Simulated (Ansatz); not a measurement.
**The perfect SiC wire along [111], 14 atoms a period, H-terminated**

Wanted: the relaxed geometry and the bands of the SiC wire along [111], 14 atoms a period, H-terminated.

Method: DFT PBE, plane waves, PAW; relaxation of a wire's period; PAW set soft_1, in the first sound run; inputs show where later runs differ, in Ansatz 0.2.0.

### 1. Set-up

The cell holds 32 atoms: 7 Si, 7 C and 18 H. Its edges and angles: a = 12.298 Å, b = 12.818 Å, c = 7.586 Å, α = 90.0°, β = 90.0°, γ = 90.0°. Vacuum lies along a and b. The structure's axis is c.

### 2. Relaxation of atoms and period

Band widths follow the bond lengths, so the wire is relaxed first. The atoms and the third cell vector are free; the box across stays fixed as vacuum. A Fermi-Dirac smearing is set since the result may be a metal. The pressure printed is a third of the stress's trace over the whole box, vacuum included; only the stress along the axis is relaxed.

Input file input.yaml:

```yaml
crystal:
  lattice:
    - [12.298, 0.0, 0.0]
    - [0.0, 12.818, 0.0]
    - [0.0, 0.0, 7.5863825372]
  atoms:
    - { symbol: Si, position: [0.374064886, 0.44312631, 0.0] }
    - { symbol: Si, position: [0.625904836, 0.44312631, 0.0] }
    - { symbol: C, position: [0.374064886, 0.44312631, 0.25] }
    - { symbol: C, position: [0.499984861, 0.652378243, 0.25] }
    - { symbol: C, position: [0.625904836, 0.44312631, 0.25] }
    - { symbol: H, position: [0.276467718, 0.636689437, 0.26874392] }
    - { symbol: H, position: [0.499984861, 0.265251989, 0.26874392] }
    - { symbol: H, position: [0.723502004, 0.636689437, 0.26874392] }
    - { symbol: H, position: [0.299705139, 0.401936338, 0.299210982] }
    - { symbol: H, position: [0.499984861, 0.734758187, 0.299210982] }
    - { symbol: H, position: [0.700264583, 0.401936338, 0.299210982] }
    - { symbol: Si, position: [0.374064886, 0.582627599, 0.333333333] }
    - { symbol: Si, position: [0.499984861, 0.373375666, 0.333333333] }
    - { symbol: Si, position: [0.625904836, 0.582627599, 0.333333333] }
    - { symbol: C, position: [0.374064886, 0.582627599, 0.583333333] }
    - { symbol: C, position: [0.499984861, 0.373375666, 0.583333333] }
    - { symbol: C, position: [0.625904836, 0.582627599, 0.583333333] }
    - { symbol: H, position: [0.299705139, 0.541437626, 0.632544315] }
    - { symbol: H, position: [0.374064886, 0.665007543, 0.632544315] }
    - { symbol: H, position: [0.425625114, 0.332185694, 0.632544315] }
    - { symbol: H, position: [0.574344609, 0.332185694, 0.632544315] }
    - { symbol: H, position: [0.625904836, 0.665007543, 0.632544315] }
    - { symbol: H, position: [0.700264583, 0.541437626, 0.632544315] }
    - { symbol: Si, position: [0.499984861, 0.512876955, 0.666666667] }
    - { symbol: C, position: [0.499984861, 0.512876955, 0.916666667] }
    - { symbol: H, position: [0.276467718, 0.497188149, 0.935410586] }
    - { symbol: H, position: [0.374064886, 0.335002633, 0.935410586] }
    - { symbol: H, position: [0.402387693, 0.706440081, 0.935410586] }
    - { symbol: H, position: [0.597582029, 0.706440081, 0.935410586] }
    - { symbol: H, position: [0.625904836, 0.335002633, 0.935410586] }
    - { symbol: H, position: [0.723502004, 0.497188149, 0.935410586] }
    - { symbol: Si, position: [0.499984861, 0.652378243, 0.0] }
kpoints:
  mp_grid: { grid: [1, 1, 11] }
scf:
  occupations: { method: fermi_dirac, width: 0.05 }
hamiltonian:
  xc: pbe
  pseudopotentials: { kind: paw, azcp: { folder: soft_1 } }
relax:
  cell: { fix: [a, b, alpha, beta, gamma] }
  max_steps: 45
  f_tol: 0.03
```

Started as:

```bash
ansatz run input.yaml --threads 4 --pin off --max-ram 16384MiB --backend cpu --events-out ev --progress --plain --runs-dir out
```

Numbers of over 12 decimals in the logs are rounded to 6 here.

Log:

```text
Engine: ansatz 0.2.0, aarch64-unknown-linux-gnu
Pseudopotentials: kind: paw
Pseudopotential: Si, paw, valence charge 4, recommended cutoff 420 eV (normal), soft_1/Si.paw.azcp
Pseudopotential: C, paw, valence charge 4, recommended cutoff 420 eV (normal), soft_1/C.paw.azcp
Pseudopotential: H, paw, valence charge 1, recommended cutoff 420 eV (normal), soft_1/H.paw.azcp
Functional definition: PBE
  parameter kappa = 0.804
  parameter beta = 0.066725
  exchange = pbe_x(kappa = kappa, mu = beta*pi^2/3)
  correlation = pbe_c(beta = beta)
Crystal: 32 atoms, lattice volume = 1195.885 Å³
Basis set: ecut = 420 eV, 23367 PW (Γ), exchange–correlation on 180×180×108 points (8 copies of the dense FFT grid, shifted against one another)
Bands: 69, of which v1, the nominal top of the filled ones, is band 37 counted from 1 (36 counted from 0)
Symmetry: 2 space group operations
Space group: Pm (ITA 6), of the structure as read, at distance tolerance 1.1e-4 Å
k-points: 6 of 11 (time reversal used)
Non-local potential: Si, projectors of the file, l = 0: 2, l = 1: 2, l = 2: 1
Non-local potential: C, projectors of the file, l = 0: 2, l = 1: 2, l = 2: 1
Non-local potential: H, projectors of the file, l = 0: 2, l = 1: 1
PAW form: soft (Blöchl's): semilocal exchange-correlation on the pseudo side does not see the compensation charge
PAW one-centre angular grid: Si, 110 points (default); XC on 64 Gauss nodes
PAW one-centre angular grid: C, 110 points (default); XC on 64 Gauss nodes
PAW one-centre angular grid: H, 110 points (default); XC on 64 Gauss nodes
Initial density: superposition of atomic densities (neutral atoms: chi_scale 0, normalization atom)
Initial wavefunctions: pseudopotential atomic-orbital guess
Functional: x = pbe(κ = 0.804, μ = 0.219515), c = pbe(β = 0.066725)
SCF iter   1: F=—  HF=-6515.858115 eV  |F-HF|=—  |Δ(HF+E_count)|=         —  Δρ=6.31e-2  dr2=5.99e1  ethr=3.10e-3  ⟨swp⟩=9.2  Hψ=2582  notcnv=0  defer=70
preconditioner: auto → Resta (q_TF=auto, 1.716 Å⁻¹)  ε∞=1.5  [insulator: Δε(μ)=6.666 eV  Ē_g=13.428 eV  σ=0.050 eV  W_gap=1.00  n_scr=92 (ndim 8)  ℏωp=9.2 eV  f_vac=0.613  D(μ)=0.00/eV (n_scr^D=0)  ε∞_Penn≈1.5  vacuum switching on, ρ_ref=1.3e-2 e/Å³]
SCF iter   2: F=—  HF=-6498.292102 eV  |F-HF|=—  |Δ(HF+E_count)|=    1.76e1  Δρ=2.59e-2  dr2=5.62e0  ethr=3.10e-3  ⟨swp⟩=4.3  Hψ=992  notcnv=0  defer=162
SCF iter   3: F=—  HF=-6496.882786 eV  |F-HF|=—  |Δ(HF+E_count)|=    1.41e0  Δρ=9.61e-3  dr2=9.75e-1  ethr=3.10e-3  ⟨swp⟩=2.0  Hψ=660  notcnv=0  defer=162
SCF iter   4: F=—  HF=-6496.654707 eV  |F-HF|=—  |Δ(HF+E_count)|=   2.28e-1  Δρ=1.94e-3  dr2=7.35e-2  ethr=1.32e-3  ⟨swp⟩=5.0  Hψ=480  notcnv=0  defer=165
SCF iter   5: F=—  HF=-6496.638954 eV  |F-HF|=—  |Δ(HF+E_count)|=   1.58e-2  Δρ=7.24e-4  dr2=3.97e-3  ethr=9.93e-5  ⟨swp⟩=3.8  Hψ=637  notcnv=0  defer=156
SCF iter   6: F=—  HF=-6496.640385 eV  |F-HF|=—  |Δ(HF+E_count)|=   1.43e-3  Δρ=2.63e-4  dr2=1.23e-3  ethr=5.37e-6  ⟨swp⟩=2.0  Hψ=611  notcnv=0  defer=156
SCF iter   7: F=—  HF=-6496.640251 eV  |F-HF|=—  |Δ(HF+E_count)|=   1.34e-4  Δρ=5.70e-5  dr2=5.29e-5  ethr=1.66e-6  ⟨swp⟩=2.0  Hψ=465  notcnv=0  defer=156
SCF iter   8: F=—  HF=-6496.640394 eV  |F-HF|=—  |Δ(HF+E_count)|=   1.43e-4  Δρ=2.60e-5  dr2=1.43e-5  ethr=7.15e-8  ⟨swp⟩=2.0  Hψ=480  notcnv=0  defer=156
SCF iter   9: F=—  HF=-6496.640392 eV  |F-HF|=—  |Δ(HF+E_count)|=   2.24e-6  Δρ=9.04e-6  dr2=2.21e-6  ethr=1.94e-8  ⟨swp⟩=2.2  Hψ=442  notcnv=0  defer=156
SCF iter  10: F=-6496.640392 eV  HF=-6496.640392 eV  |F-HF|=2.51e-9  |Δ(HF+E_count)|=   3.73e-7  Δρ=1.76e-6  dr2=4.65e-8  ethr=1.35e-10  ⟨swp⟩=4.0  Hψ=1529  notcnv=0
SCF 1 converged in 10 iterations: F = -6496.640392 eV  dr2 = 4.65e-8
  greatest PAW one-centre occupation: 0.646 electrons in one spin orbital (limit 2), on the C atom at site 15 (counted from 0), in its partial waves of l = 0
relax step   1: F+E_penalty+E_count = -6496.64039165 eV  Δ(F+E_penalty+E_count) = +0.000e0 eV  max|allowed force component| = 6.554e-1 eV/Å  Δτ_max = 0.0000 Å  P = +0.016 GPa  Ω = 1195.885 Å³  fix = [a, b, alpha, beta, gamma]  reactions: a -0.136, b -0.137 GPa; alpha -0.001 GPa/rad  (10 SCF iters, dr2 threshold 1.00e-7 eV, accepted)
Crystal: 32 atoms, lattice volume = 1219.851 Å³
Basis set: ecut = 420 eV, 23823 PW (Γ), exchange–correlation on 180×180×108 points (8 copies of the dense FFT grid, shifted against one another)
Initial density: handed on by an earlier stage of this run
Initial wavefunctions: those handed on with the density
iter 1 solved again at ethr=2.61e-4 eV; its pass at ethr=3.10e-3 eV (dr2=1.93e-1 eV) is discarded
SCF iter   1: F=—  HF=-6496.898640 eV  |F-HF|=—  |Δ(HF+E_count)|=         —  Δρ=4.66e-3  dr2=2.14e-1  ethr=2.61e-4  ⟨swp⟩=5.8  Hψ=2557  notcnv=0
preconditioner: auto → Resta (q_TF=auto, 1.710 Å⁻¹)  ε∞=1.6  [insulator: Δε(μ)=4.835 eV  Ē_g=11.439 eV  σ=0.050 eV  W_gap=1.00  n_scr=100 (ndim 8)  ℏωp=9.1 eV  f_vac=0.680  D(μ)=0.00/eV (n_scr^D=0)  ε∞_Penn≈1.6  vacuum switching on, ρ_ref=9.5e-3 e/Å³]
SCF iter   2: F=—  HF=-6496.858016 eV  |F-HF|=—  |Δ(HF+E_count)|=   4.06e-2  Δρ=1.95e-3  dr2=2.95e-2  ethr=2.61e-4  ⟨swp⟩=4.0  Hψ=965  notcnv=0
SCF iter   3: F=—  HF=-6496.856031 eV  |F-HF|=—  |Δ(HF+E_count)|=   1.98e-3  Δρ=9.20e-4  dr2=5.51e-3  ethr=3.98e-5  ⟨swp⟩=2.2  Hψ=609  notcnv=0
SCF iter   4: F=—  HF=-6496.856322 eV  |F-HF|=—  |Δ(HF+E_count)|=   2.92e-4  Δρ=1.78e-4  dr2=3.84e-4  ethr=7.45e-6  ⟨swp⟩=2.5  Hψ=726  notcnv=0
SCF iter   5: F=—  HF=-6496.856353 eV  |F-HF|=—  |Δ(HF+E_count)|=   3.08e-5  Δρ=5.17e-5  dr2=3.79e-5  ethr=5.18e-7  ⟨swp⟩=2.0  Hψ=609  notcnv=0
SCF iter   6: F=—  HF=-6496.856355 eV  |F-HF|=—  |Δ(HF+E_count)|=   1.48e-6  Δρ=1.69e-5  dr2=3.49e-6  ethr=5.12e-8  ⟨swp⟩=2.0  Hψ=627  notcnv=0
SCF iter   7: F=-6496.856355 eV  HF=-6496.856355 eV  |F-HF|=1.61e-7  |Δ(HF+E_count)|=   5.92e-7  Δρ=4.54e-6  dr2=1.82e-7  ethr=4.32e-9  ⟨swp⟩=5.0  Hψ=1190  notcnv=0
SCF 2 converged in 7 iterations: F = -6496.856355 eV  dr2 = 1.82e-7
  greatest PAW one-centre occupation: 0.649 electrons in one spin orbital (limit 2), on the C atom at site 15 (counted from 0), in its partial waves of l = 0
relax step   2: F+E_penalty+E_count = -6496.85635527 eV  Δ(F+E_penalty+E_count) = -2.160e-1 eV  max|allowed force component| = 4.165e-1 eV/Å  Δτ_max = 0.0516 Å  P = -0.025 GPa  Ω = 1219.851 Å³  energy of the carried Pulay correction = -6.218e-3 eV  fix = [a, b, alpha, beta, gamma]  reactions: a +0.041, b +0.042 GPa; alpha -0.002 GPa/rad  (7 SCF iters, dr2 threshold 3.20e-6 eV, accepted)
Crystal: 32 atoms, lattice volume = 1220.623 Å³
[...]
Initial wavefunctions: pseudopotential atomic-orbital guess (no wavefunctions were taken with the density)
iter 1 solved again at ethr=5.56e-7 eV; its pass at ethr=3.10e-3 eV (dr2=4.11e-4 eV) is discarded
SCF iter   1: F=—  HF=-6496.876842 eV  |F-HF|=—  |Δ(HF+E_count)|=         —  Δρ=1.21e-4  dr2=5.81e-6  ethr=5.56e-7  ⟨swp⟩=7.2  Hψ=4126  notcnv=0
preconditioner: auto → Resta (q_TF=auto, 1.710 Å⁻¹)  ε∞=1.6  [insulator: Δε(μ)=4.866 eV  Ē_g=11.437 eV  σ=0.050 eV  W_gap=1.00  n_scr=100 (ndim 8)  ℏωp=9.1 eV  f_vac=0.675  D(μ)=0.00/eV (n_scr^D=0)  ε∞_Penn≈1.6  vacuum switching on, ρ_ref=9.5e-3 e/Å³]
SCF iter   2: F=—  HF=-6496.885304 eV  |F-HF|=—  |Δ(HF+E_count)|=   8.46e-3  Δρ=6.08e-5  dr2=1.43e-6  ethr=7.85e-9  ⟨swp⟩=2.8  Hψ=837  notcnv=0  defer=1
SCF iter   3: F=—  HF=-6496.889540 eV  |F-HF|=—  |Δ(HF+E_count)|=   4.24e-3  Δρ=5.84e-6  dr2=2.11e-7  ethr=1.93e-9  ⟨swp⟩=3.8  Hψ=1121  notcnv=0  defer=12
SCF iter   4: F=—  HF=-6496.889615 eV  |F-HF|=—  |Δ(HF+E_count)|=   7.46e-5  Δρ=1.06e-6  dr2=2.17e-8  ethr=2.85e-10  ⟨swp⟩=2.0  Hψ=626  notcnv=0  defer=12
SCF iter   5: F=—  HF=-6496.889618 eV  |F-HF|=—  |Δ(HF+E_count)|=   2.90e-6  Δρ=5.30e-7  dr2=5.28e-9  ethr=2.93e-11  ⟨swp⟩=2.0  Hψ=524  notcnv=0  defer=12
SCF iter   6: F=—  HF=-6496.889618 eV  |F-HF|=—  |Δ(HF+E_count)|=   5.26e-7  Δρ=1.81e-7  dr2=5.35e-10  ethr=7.13e-12  ⟨swp⟩=2.0  Hψ=544  notcnv=0  defer=12
SCF iter   7: F=-6496.889618 eV  HF=-6496.889618 eV  |F-HF|=5.43e-10  |Δ(HF+E_count)|=   9.49e-9  Δρ=4.91e-8  dr2=4.96e-11  ethr=1.00e-12  ⟨swp⟩=5.0  Hψ=1233  notcnv=0
SCF 5 converged in 7 iterations: F = -6496.889618 eV  dr2 = 4.96e-11
relax step   5: F+E_penalty+E_count = -6496.88961810 eV  Δ(F+E_penalty+E_count) = -7.636e-3 eV  max|allowed force component| = 2.852e-2 eV/Å  Δτ_max = 0.0000 Å  P = -0.004 GPa  Ω = 1219.716 Å³  fix = [a, b, alpha, beta, gamma]  reactions: a -0.013, b -0.016 GPa; alpha -0.000 GPa/rad  stress off target by 1.56e-2 GPa on what of the cell is left free  SCF on the basis re-selected at this cell (its energy is not comparable with the rows above)  (7 SCF iters)
basis re-selected at this cell: Δ(F+E_penalty+E_count) = -7.636e-3 eV, ΔP = +0.008 GPa vs the last step (what re-selecting the basis moved, of the pressure what is left beyond the Pulay correction that the steps carried, after the strain that the cell walked since its last selection, with what the two solves' SCF thresholds leave and, on support functions, any second-order correction that the steps lacked; it is no m [...]
SCF converged after 7 iterations
Free energy (F): -6496.889618 eV
Harris-Foulkes:  -6496.889618 eV  (|F-HF|=5.43e-10)
Internal energy: -6496.889618 eV  (E = F + TS)
E sigma→0 (E₀):  -6496.889618 eV
Fermi energy:    -1.767365 eV
--- Per-component energies (eV) ---
  E_band       = -641.846851
  E_kinetic    = 1159.882015
  E_local      = -11305.457960  (includes V_loc(G=0)·N_el)
  E_nonlocal   = 329.620905
  E_hartree    = 5104.377781
  E_xc         = -890.710190
  E_vxc        = -954.084007  (∫ρ·V_xc dr)
  E_paw        = -4293.334828  (= ΣΔE_a)
  E_vpaw       = -80.545913  (= ΣTr[D̂ρ^β])
  E_aug_tail   = -0.018037  (compensation charges beyond the density's cutoff)
  E_ewald      = 3398.750695
  E_smearing   = -0.000000  (= −TS)
  E_closure    = -0.000000  (closes the sum)
  Σ components = -6496.889618   (vs F -6496.889618, Δ=0.00e0)
--- Forces (eV/Å), atoms counted from 1 ---
  atom   1  Si    -0.00096461    -0.00049564    -0.00502061
  atom   2  Si     0.00096461    -0.00049564    -0.00502061
  atom   3  C      0.00738080     0.00362909    -0.00142489
  atom   4  C      0.00000000    -0.00838924    -0.00134038
  atom   5  C     -0.00738080     0.00362909    -0.00142489
  atom   6  H      0.00551994    -0.00325647     0.00147858
  atom   7  H      0.00000000     0.00635808     0.00147455
  atom   8  H     -0.00551994    -0.00325647     0.00147858
  atom   9  H      0.00133390     0.00093396    -0.00399326
  atom  10  H      0.00000000    -0.00160122    -0.00399885
  atom  11  H     -0.00133390     0.00093396    -0.00399326
  atom  12  Si    -0.00283320     0.00202532     0.00310108
  atom  13  Si     0.00000000    -0.00300582     0.00302480
  atom  14  Si     0.00283320     0.00202532     0.00310108
  atom  15  C      0.02323021    -0.01348009     0.01569338
  atom  16  C      0.00000000     0.02658266     0.01539750
  atom  17  C     -0.02323021    -0.01348009     0.01569338
  atom  18  H     -0.00424681    -0.00312732    -0.00189143
  atom  19  H      0.00063763     0.00526668    -0.00191330
  atom  20  H     -0.00487155    -0.00204603    -0.00184360
  atom  21  H      0.00487155    -0.00204603    -0.00184360
  atom  22  H     -0.00063763     0.00526668    -0.00191330
  atom  23  H      0.00424681    -0.00312732    -0.00189143
  atom  24  Si     0.00000000     0.00027838    -0.02851906
  atom  25  C      0.00000000    -0.00055090     0.01075084
  atom  26  H      0.00342009    -0.00291177    -0.00004434
  atom  27  H     -0.00075382     0.00437211    -0.00004595
  atom  28  H      0.00418302    -0.00157156    -0.00004518
  atom  29  H     -0.00418302    -0.00157156    -0.00004518
  atom  30  H      0.00075382     0.00437211    -0.00004595
  atom  31  H     -0.00342009    -0.00291177    -0.00004434
  atom  32  Si     0.00000000     0.00164922    -0.00488407
  max |Σ_I F_I| component: 6.28e-6 eV/Å
--- Stress (GPa, compression-positive) ---
       -0.012591       0.000000       0.000000
        0.000000      -0.016101       0.000254
        0.000000       0.000251       0.015644
  P = ⅓ Tr σ = -0.0043 GPa (-0.043 kbar)
--- Relaxed structure (4 steps of the walk, 4 accepted, 1 SCFs on fresh bases) ---
  F+E_penalty+E_count = -6496.88961810 eV   max|allowed force component| = 2.852e-2 eV/Å   (the final SCF, on the basis selected at the relaxed cell)
  cell:  # Å, volume = 1219.7160 Å³
    - [12.298, 0.0, 0.0]
    - [0.0, 12.818, 0]
    - [0.0, 0, 7.737559]
  atoms:
    - { symbol: Si, position: [0.375381, 0.443856, 0.00532847] }
    - { symbol: Si, position: [0.624589, 0.443856, 0.00532847] }
    - { symbol: C, position: [0.376614, 0.444534, 0.248812] }
    - { symbol: C, position: [0.499985, 0.649561, 0.248802] }
    - { symbol: C, position: [0.623356, 0.444534, 0.248812] }
    - { symbol: H, position: [0.274402, 0.637794, 0.272051] }
    - { symbol: H, position: [0.499985, 0.262973, 0.272117] }
    - { symbol: H, position: [0.725568, 0.637794, 0.272051] }
    - { symbol: H, position: [0.302709, 0.403611, 0.293262] }
    - { symbol: H, position: [0.499985, 0.731438, 0.293221] }
    - { symbol: H, position: [0.697260, 0.403611, 0.293262] }
    - { symbol: Si, position: [0.374349, 0.582491, 0.335974] }
    - { symbol: Si, position: [0.499985, 0.373708, 0.335994] }
    - { symbol: Si, position: [0.625621, 0.582491, 0.335974] }
    - { symbol: C, position: [0.376079, 0.581515, 0.579556] }
    - { symbol: C, position: [0.499985, 0.375613, 0.579572] }
    - { symbol: C, position: [0.623890, 0.581515, 0.579556] }
    - { symbol: H, position: [0.301388, 0.543481, 0.626564] }
    - { symbol: H, position: [0.373071, 0.662595, 0.626551] }
    - { symbol: H, position: [0.428300, 0.332586, 0.626595] }
    - { symbol: H, position: [0.571669, 0.332586, 0.626595] }
    - { symbol: H, position: [0.626898, 0.662595, 0.626551] }
    - { symbol: H, position: [0.698582, 0.543481, 0.626564] }
    - { symbol: Si, position: [0.499985, 0.512897, 0.669871] }
    - { symbol: C, position: [0.499985, 0.512871, 0.916952] }
    - { symbol: H, position: [0.274328, 0.496502, 0.940617] }
    - { symbol: H, position: [0.372408, 0.333550, 0.940639] }
    - { symbol: H, position: [0.401902, 0.708514, 0.940589] }
    - { symbol: H, position: [0.598068, 0.708514, 0.940589] }
    - { symbol: H, position: [0.627562, 0.333550, 0.940639] }
    - { symbol: H, position: [0.725642, 0.496502, 0.940617] }
    - { symbol: Si, position: [0.499985, 0.650943, 0.00532115] }
```

The job ended after 63 s (4 threads of Arm Neoverse V1, shared host; peak memory 2 GiB; 4.2 min of CPU time).

Relaxation path:

| step | energy less that of the first step (eV) | largest force component (eV/Å) | pressure (GPa) | volume (Å³) |
| --- | --- | --- | --- | --- |
| 1 | 0.0000 | 0.6554 | 0.02 | 1195.89 |
| 2 | -0.2160 | 0.4165 | -0.02 | 1219.85 |
| 3 | -0.2400 | 0.0658 | -0.03 | 1220.62 |
| 4 | -0.2416 | 0.0283 | -0.01 | 1219.72 |
| 5* | -0.2492 | 0.0285 | 0.00 | 1219.72 |

Relaxation steps marked * repeat the geometry before them on a plane-wave basis chosen anew for their cell, so energy and pressure can jump there.

Forces are held to the 2 operations that the run works with; a distortion that breaks them can't arise in this run.

| cell as run | before | after | change |
| --- | --- | --- | --- |
| c (Å) | 7.586 | 7.738 | +2.0 % |

The atoms that moved most (Å, along periodic axes as changes of fractional coordinates times the final cell, across vacuum about the mean position):

| atom | dx | dy | dz | length |
| --- | --- | --- | --- | --- |
| H10 | 0.000 | -0.043 | -0.046 | 0.063 |
| H9 | 0.037 | 0.021 | -0.046 | 0.063 |
| H11 | -0.037 | 0.021 | -0.046 | 0.063 |
| H18 | 0.021 | 0.026 | -0.046 | 0.057 |
| H23 | -0.021 | 0.026 | -0.046 | 0.057 |
| H22 | 0.012 | -0.031 | -0.046 | 0.057 |
| H19 | -0.012 | -0.031 | -0.046 | 0.057 |
| H21 | -0.033 | 0.005 | -0.046 | 0.057 |

The relaxed structure:

```cif
data_structure
_symmetry_space_group_name_H-M 'P 1'
_symmetry_Int_Tables_number 1
_cell_length_a 12.2980
_cell_length_b 12.8180
_cell_length_c 7.7376
_cell_angle_alpha 90.000
_cell_angle_beta 90.000
_cell_angle_gamma 90.000
_cell_volume 1219.72
loop_
_atom_site_label
_atom_site_type_symbol
_atom_site_fract_x
_atom_site_fract_y
_atom_site_fract_z
_atom_site_occupancy
Si1 Si 0.37538 0.44386 0.00533 1
Si2 Si 0.62459 0.44386 0.00533 1
C3 C 0.37661 0.44453 0.24881 1
C4 C 0.49998 0.64956 0.24880 1
C5 C 0.62336 0.44453 0.24881 1
H6 H 0.27440 0.63779 0.27205 1
H7 H 0.49998 0.26297 0.27212 1
H8 H 0.72557 0.63779 0.27205 1
H9 H 0.30271 0.40361 0.29326 1
H10 H 0.49998 0.73144 0.29322 1
H11 H 0.69726 0.40361 0.29326 1
Si12 Si 0.37435 0.58249 0.33597 1
Si13 Si 0.49998 0.37371 0.33599 1
Si14 Si 0.62562 0.58249 0.33597 1
C15 C 0.37608 0.58151 0.57956 1
C16 C 0.49998 0.37561 0.57957 1
C17 C 0.62389 0.58151 0.57956 1
H18 H 0.30139 0.54348 0.62656 1
H19 H 0.37307 0.66260 0.62655 1
H20 H 0.42830 0.33259 0.62659 1
H21 H 0.57167 0.33259 0.62659 1
H22 H 0.62690 0.66260 0.62655 1
H23 H 0.69858 0.54348 0.62656 1
Si24 Si 0.49998 0.51290 0.66987 1
C25 C 0.49998 0.51287 0.91695 1
H26 H 0.27433 0.49650 0.94062 1
H27 H 0.37241 0.33355 0.94064 1
H28 H 0.40190 0.70851 0.94059 1
H29 H 0.59807 0.70851 0.94059 1
H30 H 0.62756 0.33355 0.94064 1
H31 H 0.72564 0.49650 0.94062 1
Si32 Si 0.49998 0.65094 0.00532 1
```

Numbers from this step:

```yaml
cell_length_along_the_wire: 7.738 Å
```

The cell's length comes to 7.738 Å with spin left out.

(Continued in part 2 of 2.)

[Logs are printed without paths, hosts, clocks, repeated set-up lines and the standing remarks that a program may print on its own settings, such as how far it seeks lower states.]

[Hosts, paths, dates, database ids (printed as entryN), source tags and the programs' standing remarks are cut or masked in the printed files.]
